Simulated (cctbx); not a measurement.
**What resolution and counting buy: Rb3Tl10**

Space group C222_1 (no. 20), a = 9.3220 Å, b = 13.6400 Å, c = 20.0740 Å, α = 90.00°, β = 90.00°, γ = 90.00°.

| atom | mult. | x | y | z | Ueq (Å²) |
| --- | --- | --- | --- | --- | --- |
| Tl1 | 8 | 0.7517 | 0.8526 | 0.9106 | 0.0112 |
| Tl2 | 8 | 0.1749 | 0.8651 | 0.9481 | 0.0089 |
| Tl3 | 8 | 0.6053 | 0.8732 | 0.6855 | 0.0107 |
| Tl4 | 8 | 0.5545 | 0.6120 | 0.5982 | 0.0100 |
| Tl5 | 8 | 0.2745 | 0.1400 | 0.7585 | 0.0084 |
| Rb1 | 8 | 0.4932 | 0.8940 | 0.4247 | 0.0132 |
| Rb2 | 4 | 1/2 | 0.6083 | 1/4 | 0.0112 |

The model is made up (kin elements in a known structure type, no relaxation), so it says nothing on whether the phase exists.

Five simulated data sets (cctbx; Ag Kα, λ = 0.56087 Å; 6 % proportional error) differ in resolution or exposure (noise floor 4 counts in the first three, 8 in the last two). Each is refined with the right model, isotropic at 1.1 Å and anisotropic otherwise. How do the figures of merit and the uncertainties move?

| d min (Å) | top counts | ⟨I/σ⟩ (unmerged, absences included) | unique | param. (scale apart) | Rint | R1 | GooF | largest s.u. xyz (fractional) | s.u. U of Rb1 (Å²) | largest error (Å) |
| --- | --- | --- | --- | --- | --- | --- | --- | --- | --- | --- |
| 1.1 | 70000 | 6.2 | 1008 | 26 | 0.040 | 0.0206 | 1.12 | 0.00016 | 0.0005 | 0.0057 |
| 0.84 | 70000 | 6.2 | 2244 | 59 | 0.043 | 0.0178 | 0.91 | 0.00009 | 0.0004 | 0.0010 |
| 0.6 | 70000 | 5.7 | 6147 | 59 | 0.045 | 0.0197 | 0.93 | 0.00006 | 0.0002 | 0.0005 |
| 0.75 | 300 | 0.3 | 3141 | 59 | 0.613 | 0.2066 | 0.92 | 0.00303 | 0.0115 | 0.0385 |
| 0.75 | 3000 | 1.6 | 3141 | 59 | 0.145 | 0.0603 | 0.92 | 0.00044 | 0.0015 | 0.0072 |

The number of reflections grows roughly as 1/d³: 1008, 2244 and 6147 here. R1 follows the noise rather than the truth: at 300 counts it is 0.2066, at 3000 counts 0.0603, while GooF is 0.92 and 0.92: the weights 1/σ² carry the noise. The s.u. of U (U11 where anisotropic) for Rb1 goes 0.0005, 0.0004, 0.0002 Å² with resolution and 0.0115, 0.0015 Å² with exposure.

Hardware for the 0.6 Å refinement: 0.68 s on 1 thread of Arm Neoverse N1, with other jobs on the host, peak memory 0.11 GiB.
